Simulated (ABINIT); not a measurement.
# Calculated records

## Beyond one shot: CaC2 (I4/mmm)

The structure is tetragonal, space group I4/mmm (No. 139). Conventional cell: a = 3.869 Å, b = 3.869 Å, c = 6.404 Å, α = 90.00°, β = 90.00°, γ = 90.00°. Nearest to Ca lie 10 C at 2.58 to 2.81 Å. C has 1 C at 1.25 Å and 5 Ca at 2.58 to 2.81 Å nearest. Farther neighbours, and contacts between anions beyond the nearest, are not listed.

* method: RPA screening on PBEsol from quasiparticle energies, plane waves, norm-conserving pseudopotentials (and 5 further levels or steps)
* program: ABINIT 10.8.3
* settings: cutoff 37 Ha, PseudoDojo scalar-relativistic 0.4.1 standard, norm-conserving, ngkpt (4, 4, 4), nband 53, ecuteps 3.9 Ha, gwcalctyp 10, inclvkb 2, shiftk (0, 0, 0), symchi 1, awtr 1, frequency ppm, cycle 3, q points all but q = 0, 4×4×4 k-mesh
* cost: 15 runs, 75 min in all on 4 MPI ranks of Intel Xeon Platinum 8259CL at 2.50GHz (Skylake/Cascade Lake), shared host
* notes: The program’s warnings: nkpt*nsppol () is not a multiple of nproc spkpt (). The cell and positions are those that the Materials Project relaxed with its own functionals (PBE, PBE+U or r2SCAN), kept fixed. The first cycle of evGW0 takes the full correction, without the factor Z, so it overshoots the one-shot value. The 4×4×4 mesh is coarse for this cell, which bears on the long-range parts of exchange and screening.
* G0W0: 2.977 eV
* evGW0, cycle 1: 3.392 eV
* evGW0, cycle 2: 3.261 eV
* evGW0, cycle 3: 3.261 eV
* evGW, cycle 1: 3.721 eV
* evGW, cycle 2: 3.777 eV
* evGW, cycle 3: 3.781 eV
* known limits: short of the basis limit; coarse k mesh

Only the bands that the input lists are updated; the higher empty ones keep the functional's energies. The evGW loop starts from the last levels of evGW0, so its cycles and time come on top of those.

[Paths, hosts, dates, memory and timing lines, banners, echoed tables and standing remarks are left out of the program output; an Ansatz launch command may be rebuilt from the run's recorded settings. Measured values are a selection of at most five: reports struck by readers or far from the other reports are left out. None is set beside runs whose start may be inverted or whose files or cutoffs have a known fault.]

[Runs of the session that timed out or met a known fault of the program may be left out.]

[Hosts, paths, dates, database ids (printed as entryN), source tags and the programs' standing remarks are cut or masked in the printed files.]

[G0W0 gaps are taken among the corrected bands and points alone; a level outside them can change the order at an edge.]

[Where Ansatz stands beside ABINIT at settings called matched, ABINIT's density can come from a denser mesh and the files from another edition; pairs whose starting gaps differed by over 0.03 eV were left out, so agreement reads better than it is.]
